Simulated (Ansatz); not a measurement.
# F on Mo(110): change of the work function, part 2 of 2

How does F on the hollow site change the work function of Mo(110) as the layer fills?

Ansatz 0.2.0; plane-wave DFT, PBE, Ansatz PAW.

So far, work function, upper face (eV): step 2 (the clean slab) 4.60; step 3 (37 atoms, coverage 0.111 ML, cell 3x3) 4.65; step 4 (17 atoms, coverage 0.25 ML, cell 2x2) 4.66.

**5. The covered slab, k-mesh 6×6×1, coverage 0.5 ML**

System of this step: Mo8F (F/Mo(110)). The cell holds 18 atoms: 16 Mo and 2 F. Cell: a = 5.456 Å, b = 5.456 Å, c = 26.182 Å, α = 90.0°, β = 90.0°, γ = 70.5°. Vacuum lies along c.

File input.yaml:

```yaml
crystal:
  lattice:
    - [4.4547727214, -3.15, 0.0]
    - [4.4547727214, 3.15, 0.0]
    - [0.0, 0.0, 26.1817312062]
  atoms:
    - { symbol: Mo, position: [0.0, 0.0, 0.3437511419] }
    - { symbol: Mo, position: [0.25, 0.25, 0.4288252092] }
    - { symbol: Mo, position: [0.0, 0.0, 0.5147484713] }
    - { symbol: Mo, position: [0.25, 0.25, 0.596719817] }
    - { symbol: Mo, position: [0.0, 0.5, 0.3437511419] }
    - { symbol: Mo, position: [0.25, 0.75, 0.4288252092] }
    - { symbol: Mo, position: [0.0, 0.5, 0.5147484713] }
    - { symbol: Mo, position: [0.25, 0.75, 0.596719817] }
    - { symbol: Mo, position: [0.5, 0.0, 0.3437511419] }
    - { symbol: Mo, position: [0.75, 0.25, 0.4288252092] }
    - { symbol: Mo, position: [0.5, 0.0, 0.5147484713] }
    - { symbol: Mo, position: [0.75, 0.25, 0.596719817] }
    - { symbol: Mo, position: [0.5, 0.5, 0.3437511419] }
    - { symbol: Mo, position: [0.75, 0.75, 0.4288252092] }
    - { symbol: Mo, position: [0.5, 0.5, 0.5147484713] }
    - { symbol: Mo, position: [0.75, 0.75, 0.596719817] }
    - { symbol: F, position: [0.42, 0.42, 0.6562488581] }
    - { symbol: F, position: [0.92, 0.42, 0.6562488581] }
kpoints:
  mp_grid: { grid: [6, 6, 1] }
hamiltonian:
  xc: pbe
scf:
  occupations: { method: fermi_dirac, width: 0.1 }
  convergence: { dr2_threshold: 1.0e-08 }
efield:
  axis: 3
  dipole_correction: true
  ramp_position: 0.97
  ramp_width: 0.06
relax:
  f_tol: 0.02
  max_steps: 60
  constraints: [{ sites: [0, 1, 4, 5, 8, 9, 12, 13] }]
output:
  dos: { projected: true, e_range: [-8, 4] }
  write_potential: true
  write_density: true
  volumetric_format: npy
  elf: true
```

Launch:

```bash
$ ansatz run input.yaml --threads 4 --pin off --max-ram 16384MiB --backend cpu --events-out ev --progress --plain --runs-dir out
```

Run time: 6.6 min. Hardware: 4 threads of Arm Neoverse V1, shared host; peak memory 3.4 GiB.

This run has no spin polarisation, although Mo can carry a moment.

Relaxation path:

| step | energy less that of the first step (eV) | largest force component (eV/Å) |
| --- | --- | --- |
| 1 | 0.0000 | 0.7341 |
| 2 | -0.1116 | 0.5297 |
| 3 | -0.2144 | 0.0996 |
| 4 | -0.2203 | 0.1041 |
| 5 | -0.2245 | 0.0314 |
| 6 | -0.2247 | 0.0065 |

Forces are held to the 2 operations that the program found; a distortion that breaks them can't arise in this run.

The atoms that moved most (Å):

| atom | dx | dy | dz | length |
| --- | --- | --- | --- | --- |
| Mo8 | 0.156 | 0.019 | 0.002 | 0.157 |
| Mo16 | 0.156 | 0.019 | 0.002 | 0.157 |
| Mo12 | -0.061 | 0.008 | 0.069 | 0.092 |
| Mo4 | -0.061 | 0.008 | 0.069 | 0.092 |
| F17 | -0.004 | 0.071 | -0.044 | 0.084 |
| F18 | -0.004 | 0.071 | -0.044 | 0.084 |
| Mo3 | 0.021 | -0.007 | -0.024 | 0.033 |
| Mo11 | 0.021 | -0.007 | -0.024 | 0.033 |

The relaxed structure:

```xyz
18
Lattice="4.4548 -3.1500 0.0000 4.4548 3.1500 0.0000 0.0000 0.0000 26.1817" Properties=species:S:1:pos:R:3
Mo    0.0000    0.0000    9.0000
Mo    2.2274    0.0000   11.2274
Mo    0.0214   -0.0068   13.4530
Mo    2.1664    0.0078   15.6920
Mo    2.2274    1.5750    9.0000
Mo    4.4548    1.5750   11.2274
Mo    2.2263    1.5645   13.5004
Mo    4.6109    1.5940   15.6249
Mo    2.2274   -1.5750    9.0000
Mo    4.4548   -1.5750   11.2274
Mo    2.2488   -1.5818   13.4530
Mo    4.3938   -1.5672   15.6920
Mo    4.4548    0.0000    9.0000
Mo    6.6822    0.0000   11.2274
Mo    4.4537   -0.0105   13.5004
Mo    6.8383    0.0190   15.6249
F     3.7379    0.0713   17.1379
F     5.9653   -1.5037   17.1379
```

The density of states has structure finer than the step of the table below, so its rows give means over 0.2 eV. Peaks (eV: height): -7.07: 39.7, -3.25: 27.8, -2.98: 35.2, -2.74: 29.8, -2.38: 35.8, -1.77: 30.2, 1.44: 28.1.

Density of states against energy, zero at the Fermi level; means over each step:

| energy (eV) | density of states (states/eV a cell) |
| --- | --- |
| -7.8 | 0 |
| -7.6 | 3.57 |
| -7.4 | 4.65 |
| -7.2 | 10.0 |
| -7.0 | 21.8 |
| -6.8 | 8.32 |
| -6.6 | 4.68 |
| -6.4 | 3.67 |
| -6.2 | 1.91 |
| -6.0 | 3.00 |
| -5.8 | 3.16 |
| -5.6 | 1.36 |
| -5.4 | 2.14 |
| -5.2 | 2.69 |
| -5.0 | 6.39 |
| -4.8 | 14.2 |
| -4.6 | 15.2 |
| -4.4 | 17.8 |
| -4.2 | 17.4 |
| -4.0 | 17.2 |
| -3.8 | 23.4 |
| -3.6 | 20.5 |
| -3.4 | 20.8 |
| -3.2 | 23.3 |
| -3.0 | 24.8 |
| -2.8 | 26.1 |
| -2.6 | 17.5 |
| -2.4 | 23.9 |
| -2.2 | 19.4 |
| -2.0 | 19.3 |
| -1.8 | 23.9 |
| -1.6 | 23.2 |
| -1.4 | 19.2 |
| -1.2 | 17.7 |
| -1.0 | 13.8 |
| -0.8 | 11.4 |
| -0.6 | 12.3 |
| -0.4 | 12.3 |
| -0.2 | 12.3 |
| 0.0 | 13.3 |
| 0.2 | 15.9 |
| 0.4 | 18.3 |
| 0.6 | 20.1 |
| 0.8 | 20.5 |
| 1.0 | 24.1 |
| 1.2 | 25.1 |
| 1.4 | 24.0 |

The relaxation took 6 steps and lowered the energy by 0.22 eV; the largest force on the free atoms ends at 0.0065 eV/Å.

The covered face has 4.83 eV, +0.23 eV against the clean one; the bare back face has moved by -0.05 eV, a measure of how thin the slab is.

**6. The covered slab, k-mesh 12×12×1, coverage 1 ML**

System of this step: Mo4F (F/Mo(110)). The cell holds 5 atoms: 4 Mo and 1 F. Cell: a = 2.728 Å, b = 2.728 Å, c = 26.182 Å, α = 90.0°, β = 90.0°, γ = 70.5°. Vacuum lies along c.

input.yaml, the sections that differ from step 5:

```yaml
crystal:
  lattice:
    - [2.2273863607, -1.575, 0.0]
    - [2.2273863607, 1.575, 0.0]
    - [0.0, 0.0, 26.1817312062]
  atoms:
    - { symbol: Mo, position: [0.0, 0.0, 0.3437511419] }
    - { symbol: Mo, position: [0.5, 0.5, 0.4288252092] }
    - { symbol: Mo, position: [0.0, 0.0, 0.5147484713] }
    - { symbol: Mo, position: [0.5, 0.5, 0.596719817] }
    - { symbol: F, position: [0.84, 0.84, 0.6562488581] }
kpoints:
  mp_grid: { grid: [12, 12, 1] }
relax:
  f_tol: 0.02
  max_steps: 60
  constraints: [{ sites: [0, 1] }]
output:
  write_potential: true
  write_density: true
  volumetric_format: npy
# hamiltonian, scf, efield: as in step 5
```

It took 38 s on 4 threads; peak memory 0.63 GiB; 2.5 min of CPU time.

Relaxation path:

| step | energy less that of the first step (eV) | largest force component (eV/Å) |
| --- | --- | --- |
| 1 | 0.0000 | 0.9679 |
| 2 | -0.0009 | 0.6057 |
| 3 | -0.0419 | 0.2208 |
| 4 | -0.0440 | 0.0700 |
| 5 | -0.0446 | 0.0088 |

Forces are held to the 2 operations that the program found; a distortion that breaks them can't arise in this run.

The atoms that moved most (Å):

| atom | dx | dy | dz | length |
| --- | --- | --- | --- | --- |
| Mo4 | 0.092 | 0.000 | 0.023 | 0.095 |
| F5 | 0.046 | 0.000 | -0.039 | 0.060 |
| Mo3 | 0.014 | 0.000 | -0.002 | 0.014 |

Final coordinates:

```xyz
5
Lattice="2.2274 -1.5750 0.0000 2.2274 1.5750 0.0000 0.0000 0.0000 26.1817" Properties=species:S:1:pos:R:3
Mo    0.0000    0.0000    9.0000
Mo    2.2274    0.0000   11.2274
Mo    0.0140    0.0000   13.4748
Mo    2.3192    0.0000   15.6462
F     3.7878    0.0000   17.1432
```

Running mean over 2.227 Å of the planar mean; the ramp of the sawtooth is left out. The electron's electrostatic potential energy less the Fermi level by z:

| z (Å) | electron's electrostatic potential energy less the Fermi level (eV) |
| --- | --- |
| 3.5 | 4.61 |
| 4.0 | 4.61 |
| 4.5 | 4.61 |
| 5.0 | 4.60 |
| 5.5 | 4.57 |
| 6.0 | 4.47 |
| 6.5 | 4.16 |
| 7.0 | 3.14 |
| 7.5 | -0.185 |
| 8.0 | -6.02 |
| 8.5 | -10.8 |
| 9.0 | -12.4 |
| 9.5 | -12.6 |
| 10.0 | -12.7 |
| 10.5 | -12.8 |
| 11.0 | -12.8 |
| 11.5 | -12.8 |
| 12.0 | -12.7 |
| 12.5 | -12.7 |
| 13.0 | -12.8 |
| 13.5 | -12.9 |
| 14.0 | -13.2 |
| 14.5 | -13.6 |
| 15.0 | -13.6 |
| 15.5 | -13.6 |
| 16.0 | -14.1 |
| 16.5 | -11.7 |
| 17.0 | -5.63 |
| 17.5 | -0.863 |
| 18.0 | 1.85 |
| 18.5 | 4.37 |
| 19.0 | 5.47 |
| 19.5 | 5.59 |
| 20.0 | 5.60 |
| 20.5 | 5.61 |
| 21.0 | 5.61 |
| 21.5 | 5.61 |
| 22.0 | 5.61 |
| 22.5 | 5.61 |
| 23.0 | 5.61 |

The relaxation took 5 steps and lowered the energy by 0.045 eV; the largest force on the free atoms ends at 0.0088 eV/Å.

The covered face has 5.61 eV, +1.01 eV against the clean one; the bare back face has moved by -0.09 eV, a measure of how thin the slab is.

**7. Work function against coverage**

This step: plane-wave DFT, PBE, Ansatz PAW; work function against coverage (Ansatz 0.2.0).

The runs are now put side by side.

Numbers from this step:

```yaml
work_function_of_the_clean_face: 4.598 eV
largest_change_of_the_work_function: 1.009 eV
```

The work function of the covered face by coverage:

| coverage (adsorbates/nm²) | work function of the covered face (eV) |
| --- | --- |
| 0.00 | 4.60 |
| 1.58 | 4.65 |
| 3.56 | 4.66 |
| 7.13 | 4.83 |
| 14.25 | 5.61 |

The dipole per adsorbate comes from the change of the cell's dipole. Coverage, by row:

| coverage (1/nm²) | coverage (ML) | work function (eV) | change (eV) | dipole per adsorbate, positive end outwards (debye) | mean height of the added atoms over the highest substrate atom (Å) |
| --- | --- | --- | --- | --- | --- |
| 1.583 | 0.1111 | 4.648 | 0.04936 | -0.104 | 1.519 |
| 3.563 | 0.25 | 4.665 | 0.06667 | -0.071 | 1.476 |
| 7.126 | 0.5 | 4.83 | 0.2318 | -0.107 | 1.446 |
| 14.25 | 1 | 5.608 | 1.009 | -0.204 | 1.497 |

**8. What came out**

| Property | Result |
| --- | --- |
| work function of the clean face | 4.60 eV |
| work function at 0.11 ML | 4.65 eV |
| work function at 0.25 ML | 4.66 eV |
| work function at 0.5 ML | 4.83 eV |
| work function at 1 ML | 5.61 eV |
| dipole per adsorbate at 0.11 ML, positive end outwards | -0.10 D |

At the lowest coverage F changes the work function of Mo(110) by under 0.15 eV, within the error of so thin a slab; the largest change, +1.01 eV, comes at higher coverage. The slab has 4 layers, at the tabulated experimental lattice constant, one starting site was run, and quantum-size effects of a slab this thin can reach one or two tenths of an eV.

[Long decimals in the printed logs are rounded to 6 places.]

[Logs are printed without paths, hosts, clocks, repeated set-up lines and the standing remarks that a program may print on its own settings, such as how far it seeks lower states.]

[Hosts, paths, dates, database ids (printed as entryN), source tags and the programs' standing remarks are cut or masked in the printed files.]

[Maps of the electrostatic potential energy from Ansatz leave out the sawtooth potential of an applied field or a dipole correction, so their vacuum need not be flat; planar profiles and work functions include it.]

[The density of states shown here was stored with 400 of the rows of the run's finer table, so its peaks can read low, often by over a quarter, or be missed, and its means over a window can be off by a tenth or more.]
